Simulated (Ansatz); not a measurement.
# A low-energy model for ThBr4 (I4_1/amd): bands, U and J, part 3 of 3

How strongly is the local Coulomb interaction screened in ThBr4 (I4_1/amd)?

Ansatz 0.2.0; non-magnetic LDA, then constrained RPA, plane waves, PAW.

So far. Step 2 (LDA bands and orbital weights): The gap is direct, at Γ. Step 3 (Constrained RPA: Th f, bands c1 to c14, 2×2×2 mesh …): On the Th f shell, screening brings the on-site interaction from 13.8 eV down to U = 3.65 eV.

## 4. Constrained RPA: Th f + anion p, bands v24 to c14, 2×2×2 mesh, medium accuracy

Level of this step: constrained RPA on LDA, plane waves, PAW (Ansatz).

File input.yaml:

```yaml
crystal:
  lattice:
    - [-4.4655, 4.4655, 3.9815]
    - [4.4655, -4.4655, 3.9815]
    - [4.4655, 4.4655, -3.9815]
  atoms:
    - { symbol: Th, position: [0.0, 0.0, 0.0] }
    - { symbol: Th, position: [0.75, 0.25, 0.5] }
    - { symbol: Br, position: [0.232, 0.921, 0.311] }
    - { symbol: Br, position: [0.671, 0.86, 0.189] }
    - { symbol: Br, position: [0.61, 0.921, 0.689] }
    - { symbol: Br, position: [0.671, 0.482, 0.811] }
    - { symbol: Br, position: [0.518, 0.329, 0.189] }
    - { symbol: Br, position: [0.079, 0.768, 0.689] }
    - { symbol: Br, position: [0.14, 0.329, 0.811] }
    - { symbol: Br, position: [0.079, 0.39, 0.311] }
kpoints:
  mp_grid: { grid: [4, 4, 4] }
hamiltonian:
  xc: lda
scf:
  occupations: { method: gaussian, width: 0.08 }
  n_extra_bands: 28
  max_iter: 150
  lower_state_search: "off"
output:
  crpa:
    kmesh: [2, 2, 2]
    target_bands: [v24, c14]
    projections: [{ species: Th, l: f, shell: 5 }, { species: Br, l: p, shell: 4 }]
  local_orbitals:
    kmesh: [4, 4, 4]
    orbitals: [{ species: Th, l: f, shell: 5 }, { species: Br, l: p, shell: 4 }]
    window: { bands: [v24, c14] }
    seedname: lo
```

On the command line:

```bash
$ ansatz run input.yaml --threads 8 --pin off --max-ram 18432MiB --backend cpu --events-out ev --progress --plain --runs-dir out
```

Numbers of over 12 decimals in the logs are rounded to 6 here.

The program printed:

```text
[...]
Crystal: 10 atoms, lattice volume = 317.575 Å³
Basis set: ecut = 420 eV, 6209 PW (Γ)
Bands: 68, of which v1, the nominal top of the filled ones, is band 40 counted from 1 (39 counted from 0)
Symmetry: 16 space group operations
[...]
k-points: 13 of 64
[...]
SCF iter   1: F=—  HF=-47312.656145 eV  |F-HF|=—  |Δ(HF+E_count)|=         —  Δρ=5.00e-3  dr2=3.56e-2  ethr=1.77e-3  ⟨swp⟩=7.0  Hψ=4210  notcnv=0  defer=23
[...]
SCF iter   7: F=-47312.662983 eV  HF=-47312.662983 eV  |F-HF|=8.68e-9  |Δ(HF+E_count)|=   3.22e-7  Δρ=2.49e-6  dr2=3.87e-8  ethr=1.25e-10  ⟨swp⟩=10.7  Hψ=3934  notcnv=0
SCF 1 converged in 7 iterations: F = -47312.662983 eV  dr2 = 3.87e-8
[...]
cRPA screening: q 1/8
cRPA screening: q 2/8
cRPA screening: q 3/8
cRPA screening: q 4/8
cRPA screening: q 5/8
cRPA screening: q 6/8
cRPA screening: q 7/8
cRPA screening: q 8/8
SCF converged after 7 iterations
Free energy (F): -47312.662983 eV
[...]
Internal energy: -47312.662983 eV  (E = F + TS)
E sigma→0 (E₀):  -47312.662983 eV
Fermi energy:    5.742620 eV
[...]
--- Band table (eV; the first three rows and the last of 13) ---
  k-point 0: bands = [... 36 lower, 3.8636, 3.8636, 3.9870, 4.3115, 7.1737, 7.2706, 7.2875, 7.4764, ... 24 higher]
  k-point 1: bands = [... 36 lower, 3.4310, 3.7284, 3.7862, 4.1850, 7.1919, 7.3052, 7.3165, 7.3864, ... 24 higher]
  k-point 2: bands = [... 36 lower, 3.4191, 3.4191, 3.8983, 3.8983, 7.2837, 7.2837, 7.3651, 7.3651, ... 24 higher]
  k-point 12: bands = [... 36 lower, 3.3542, 3.3542, 3.9393, 3.9393, 7.2838, 7.2838, 7.3145, 7.3145, ... 24 higher]
[...]
χ-basis size per q: N_G = 1119..1176
[...]
screened: U = 5.3466 eV, U' = 4.7066 eV, J = 0.3001 eV
      screened, to within: U = 9.0e-3 eV, U' = 9.0e-3 eV, J = 4.6e-4 eV
      bare: V = 14.3892 eV, V' = 13.4871 eV, J = 0.4119 eV
[...]
screened: U = 5.3466 eV, U' = 4.7066 eV, J = 0.3001 eV
      screened, to within: U = 9.0e-3 eV, U' = 9.0e-3 eV, J = 4.6e-4 eV
      bare: V = 14.3892 eV, V' = 13.4871 eV, J = 0.4119 eV
    Site 2, 4P, 3 of 3 p orbitals (Wannier functions 15, 16, 17; wannier90's mr 1, 2, 3):
      screened: U = 4.5720 eV, U' = 3.7221 eV, J = 0.4263 eV
      screened, to within: U = 5.6e-3 eV, U' = 5.6e-3 eV, J = 7.5e-4 eV
      bare: V = 11.6653 eV, V' = 10.3667 eV, J = 0.6445 eV
    Site 3, 4P, 3 of 3 p orbitals (Wannier functions 18, 19, 20; wannier90's mr 1, 2, 3):
      screened: U = 4.5720 eV, U' = 3.7221 eV, J = 0.4263 eV
      screened, to within: U = 5.6e-3 eV, U' = 5.6e-3 eV, J = 7.5e-4 eV
      bare: V = 11.6653 eV, V' = 10.3667 eV, J = 0.6445 eV
    Site 4, 4P, 3 of 3 p orbitals (Wannier functions 21, 22, 23; wannier90's mr 1, 2, 3):
      screened: U = 4.5720 eV, U' = 3.7221 eV, J = 0.4263 eV
      screened, to within: U = 5.6e-3 eV, U' = 5.6e-3 eV, J = 7.5e-4 eV
      bare: V = 11.6653 eV, V' = 10.3667 eV, J = 0.6445 eV
    Site 5, 4P, 3 of 3 p orbitals (Wannier functions 24, 25, 26; wannier90's mr 1, 2, 3):
      screened: U = 4.5720 eV, U' = 3.7221 eV, J = 0.4263 eV
      screened, to within: U = 5.6e-3 eV, U' = 5.6e-3 eV, J = 7.5e-4 eV
      bare: V = 11.6653 eV, V' = 10.3667 eV, J = 0.6445 eV
    Site 6, 4P, 3 of 3 p orbitals (Wannier functions 27, 28, 29; wannier90's mr 1, 2, 3):
      screened: U = 4.5720 eV, U' = 3.7221 eV, J = 0.4263 eV
      screened, to within: U = 5.6e-3 eV, U' = 5.6e-3 eV, J = 7.5e-4 eV
      bare: V = 11.6653 eV, V' = 10.3667 eV, J = 0.6445 eV
    Site 7, 4P, 3 of 3 p orbitals (Wannier functions 30, 31, 32; wannier90's mr 1, 2, 3):
      screened: U = 4.5720 eV, U' = 3.7221 eV, J = 0.4263 eV
      screened, to within: U = 5.6e-3 eV, U' = 5.6e-3 eV, J = 7.5e-4 eV
      bare: V = 11.6653 eV, V' = 10.3667 eV, J = 0.6445 eV
    Site 8, 4P, 3 of 3 p orbitals (Wannier functions 33, 34, 35; wannier90's mr 1, 2, 3):
      screened: U = 4.5720 eV, U' = 3.7221 eV, J = 0.4263 eV
      screened, to within: U = 5.6e-3 eV, U' = 5.6e-3 eV, J = 7.5e-4 eV
      bare: V = 11.6653 eV, V' = 10.3667 eV, J = 0.6445 eV
    Site 9, 4P, 3 of 3 p orbitals (Wannier functions 36, 37, 38; wannier90's mr 1, 2, 3):
      screened: U = 4.5720 eV, U' = 3.7221 eV, J = 0.4263 eV
      screened, to within: U = 5.6e-3 eV, U' = 5.6e-3 eV, J = 7.5e-4 eV
      bare: V = 11.6653 eV, V' = 10.3667 eV, J = 0.6445 eV
[...]
```

Elapsed: 9.4 min, on 8 threads of Arm Neoverse V2, shared host; peak memory 5.4 GiB.

This step gave:

```yaml
u: 5.347 eV
u_prime_inter_orbital: 4.707 eV
j: 0.3001 eV
bare_v: 14.39 eV
bare_j: 0.4119 eV
stated_bound_on_u: 0.008968 eV
u_over_bare_v: 0.3716
electrons_in_the_window: 48
head_of_the_constrained_inverse_dielectric_matrix: 0.2816
least_eigenvalue_of_the_projection_s_overlap: 0.4767
target_functions: 38
bands_in_the_sums: 108
r_m_s_miss_of_the_model_bands: 0.001789 eV
width_of_the_target_bands: 7.663 eV
weight_of_the_projected_orbitals_in_the_window: 0.8988
```

On the Th f shell, screening brings the on-site interaction from 14.4 eV down to U = 5.35 eV.

Kanamori averages over each shell's functions. Crpa shells, by row:

| site | element | shell | orbitals | U (eV) | U' (eV) | J (eV) | bare V (eV) | bare V' (eV) | bare J (eV) | bound on U (eV) |
| --- | --- | --- | --- | --- | --- | --- | --- | --- | --- | --- |
| 1 | Th | 5F | 7 | 5.347 | 4.707 | 0.3001 | 14.39 | 13.49 | 0.4119 | 0.008968 |
| 2 | Th | 5F | 7 | 5.347 | 4.707 | 0.3001 | 14.39 | 13.49 | 0.4119 | 0.008968 |
| 3 | Br | 4P | 3 | 4.572 | 3.722 | 0.4263 | 11.67 | 10.37 | 0.6445 | 0.005503 |
| 4 | Br | 4P | 3 | 4.572 | 3.722 | 0.4263 | 11.67 | 10.37 | 0.6445 | 0.005503 |
| 5 | Br | 4P | 3 | 4.572 | 3.722 | 0.4263 | 11.67 | 10.37 | 0.6445 | 0.005503 |
| 6 | Br | 4P | 3 | 4.572 | 3.722 | 0.4263 | 11.67 | 10.37 | 0.6445 | 0.005504 |
| 7 | Br | 4P | 3 | 4.572 | 3.722 | 0.4263 | 11.67 | 10.37 | 0.6445 | 0.005503 |
| 8 | Br | 4P | 3 | 4.572 | 3.722 | 0.4263 | 11.67 | 10.37 | 0.6445 | 0.005503 |
| 9 | Br | 4P | 3 | 4.572 | 3.722 | 0.4263 | 11.67 | 10.37 | 0.6445 | 0.005503 |
| 10 | Br | 4P | 3 | 4.572 | 3.722 | 0.4263 | 11.67 | 10.37 | 0.6445 | 0.005503 |

Projected local orbitals of the target window. The electronic bands at the labelled points (eV, zero at the Fermi level; v1 is the highest filled band, c1 the lowest empty one):

```csv
point,v4,v3,v2,v1,c1,c2,c3,c4
Γ,-1.88,-1.88,-1.76,-1.43,1.43,1.53,1.54,1.73
halfway,-2.31,-2.01,-1.96,-1.56,1.45,1.56,1.57,1.64
X,-2.32,-2.32,-1.84,-1.84,1.54,1.54,1.62,1.62
halfway,-2.30,-2.30,-1.95,-1.95,1.55,1.55,1.62,1.62
M,-2.39,-2.39,-1.80,-1.80,1.54,1.54,1.57,1.57
halfway,-2.34,-2.13,-1.87,-1.70,1.49,1.56,1.58,1.64
Γ,-1.88,-1.88,-1.76,-1.43,1.43,1.53,1.54,1.73
halfway,-2.15,-2.03,-2.03,-1.92,1.50,1.53,1.59,1.61
Z,-2.54,-2.23,-1.82,-1.82,1.54,1.54,1.55,1.59
jump to Z0,-2.54,-2.23,-1.82,-1.82,1.54,1.54,1.55,1.59
halfway,-2.47,-2.31,-1.81,-1.81,1.54,1.54,1.56,1.58
M,-2.39,-2.39,-1.80,-1.80,1.54,1.54,1.57,1.57
jump to X,-2.32,-2.32,-1.84,-1.84,1.54,1.54,1.62,1.62
halfway,-2.24,-2.24,-1.86,-1.86,1.56,1.56,1.61,1.61
P,-2.08,-2.08,-1.92,-1.92,1.57,1.57,1.60,1.60
halfway,-2.08,-2.06,-2.01,-1.89,1.54,1.55,1.60,1.60
N,-2.10,-2.08,-2.07,-1.88,1.52,1.53,1.56,1.60
halfway,-2.09,-1.95,-1.84,-1.75,1.48,1.54,1.55,1.64
Γ,-1.88,-1.88,-1.76,-1.43,1.43,1.53,1.54,1.73
```

The same for Kohn-Sham, solved directly:

| point | v4 | v3 | v2 | v1 | c1 | c2 | c3 | c4 |
| --- | --- | --- | --- | --- | --- | --- | --- | --- |
| Γ | -1.88 | -1.88 | -1.76 | -1.43 | 1.43 | 1.53 | 1.54 | 1.73 |
| X | -2.32 | -2.32 | -1.84 | -1.84 | 1.54 | 1.54 | 1.62 | 1.62 |
| M | -2.39 | -2.39 | -1.80 | -1.80 | 1.54 | 1.54 | 1.57 | 1.57 |
| Γ | -1.88 | -1.88 | -1.76 | -1.43 | 1.43 | 1.53 | 1.54 | 1.73 |
| Z | -2.54 | -2.23 | -1.82 | -1.82 | 1.54 | 1.54 | 1.55 | 1.59 |
| Z0 | -2.54 | -2.23 | -1.82 | -1.82 | 1.54 | 1.54 | 1.55 | 1.59 |
| M | -2.39 | -2.39 | -1.80 | -1.80 | 1.54 | 1.54 | 1.57 | 1.57 |
| X | -2.32 | -2.32 | -1.84 | -1.84 | 1.54 | 1.54 | 1.62 | 1.62 |
| P | -2.08 | -2.08 | -1.92 | -1.92 | 1.57 | 1.57 | 1.60 | 1.60 |
| N | -2.10 | -2.08 | -2.07 | -1.88 | 1.52 | 1.53 | 1.56 | 1.60 |
| Γ | -1.88 | -1.88 | -1.76 | -1.43 | 1.43 | 1.53 | 1.54 | 1.73 |

Onsite levels, by row:

```
       orbital  level less Fermi level (eV)
       Th1 fz3                        1.573
      Th1 fxz2                        1.531
      Th1 fyz2                        1.531
 Th1 fz(x2-y2)                        1.552
      Th1 fxyz                        1.638
Th1 fx(x2-3y2)                        1.611
Th1 fy(3x2-y2)                        1.611
       Th2 fz3                        1.573
      Th2 fxz2                        1.531
      Th2 fyz2                        1.531
 Th2 fz(x2-y2)                        1.552
      Th2 fxyz                        1.638
Th2 fx(x2-3y2)                        1.611
Th2 fy(3x2-y2)                        1.611
        Br3 pz                       -3.174
        Br3 px                       -2.814
        Br3 py                        -3.59
        Br4 pz                       -3.174
        Br4 px                        -3.59
        Br4 py                       -2.814
        Br5 pz                       -3.174
        Br5 px                       -2.814
        Br5 py                        -3.59
        Br6 pz                       -3.174
        Br6 px                        -3.59
        Br6 py                       -2.814
        Br7 pz                       -3.174
        Br7 px                       -2.814
        Br7 py                        -3.59
        Br8 pz                       -3.174
        Br8 px                        -3.59
        Br8 py                       -2.814
        Br9 pz                       -3.174
        Br9 px                       -2.814
        Br9 py                        -3.59
       Br10 pz                       -3.174
       Br10 px                        -3.59
       Br10 py                       -2.814
```

Largest distinct elements between sites. Hoppings, by row:

```csv
from,to,cell,distance (Å),t (eV)
Br4 pz,Br10 pz,1 1 0,3.427,0.6823
Br10 px,Br8 px,0 0 0,3.376,0.6546
Br4 py,Th2 fy(3x2-y2),0 1 0,2.848,-0.5036
Br8 px,Br10 px,0 1 1,5.555,0.487
Br4 px,Th2 fx(x2-3y2),0 1 0,2.848,0.4754
Br7 pz,Th2 fyz2,0 0 0,2.848,0.4398
Br9 pz,Th2 fz(x2-y2),-1 0 0,2.848,0.3199
Th1 fxz2,Br7 px,0 0 0,3.117,-0.2944
Th2 fz(x2-y2),Br5 pz,0 -1 0,3.117,-0.2868
Br3 py,Th2 fz3,0 1 0,3.117,0.282
Br4 px,Br8 pz,1 1 0,5.522,0.2717
Br10 px,Th2 fxz2,-1 0 0,3.117,0.264
```

## 5. The windows together

Times are wall times on 8 threads of Arm Neoverse V2, shared host, good to a factor of about two.

| target | bands | functions | width (eV) | bare V (eV) | U (eV) | U′ (eV) | J (eV) | U/V | time |
| --- | --- | --- | --- | --- | --- | --- | --- | --- | --- |
| Th f | c1–c14 | 14 | 0.70 | 13.79 | 3.65 | 3.07 | 0.28 | 0.26 | 3.5 min |
| Th f + anion p | v24–c14 | 38 | 7.66 | 14.39 | 5.35 | 4.71 | 0.30 | 0.37 | 9.4 min |

## 6. Outcome

```
Th f           : U 3.65 eV, U′ 3.07 eV, J 0.28 eV, bare V 13.8 eV
Th f + anion p : U 5.35 eV, U′ 4.71 eV, J 0.30 eV, bare V 14.4 eV
method         : constrained RPA on non-magnetic LDA, 2×2×2 mesh, static; search for lower states off
```

What this shows: For Th f, screening cuts the on-site interaction from 13.79 eV to 3.65 eV (26 %), while J goes only from 0.40 eV to 0.28 eV: the monopole is screened far more than the multipoles. U − 2J differs from U′ by +0.03 eV, so the Kanamori relation holds well. U is 5.2 times the width of the target bands. With the window Th f + anion p U becomes 5.35 eV and the bare V 14.39 eV, so U/V goes from 0.26 to 0.37. The window Th f is empty, so it holds no transition to leave out and its U is the fully screened RPA value. The parent state is non-magnetic and the interaction static (zero frequency); U depends on the window and the orbitals, so it belongs to this model alone. Spin-orbit coupling, which is strong for atoms this heavy, is left out. A window that holds the anion p bands defines a model with explicit ligands; its U belongs to that model and is not the U of DFT+U. Coarse meshes can leave U off its limit, most where the target bands are metallic.

[Paths, hosts, dates, memory and timing lines, banners, echoed tables and standing remarks are left out of the program output.]

[Logs are printed without paths, hosts, clocks, repeated set-up lines and the standing remarks that a program may print on its own settings, such as how far it seeks lower states.]

[Runs of the session that timed out or met a known fault of the program may be left out.]

[Hosts, paths, dates, database ids (printed as entryN), source tags and the programs' standing remarks are cut or masked in the printed files.]
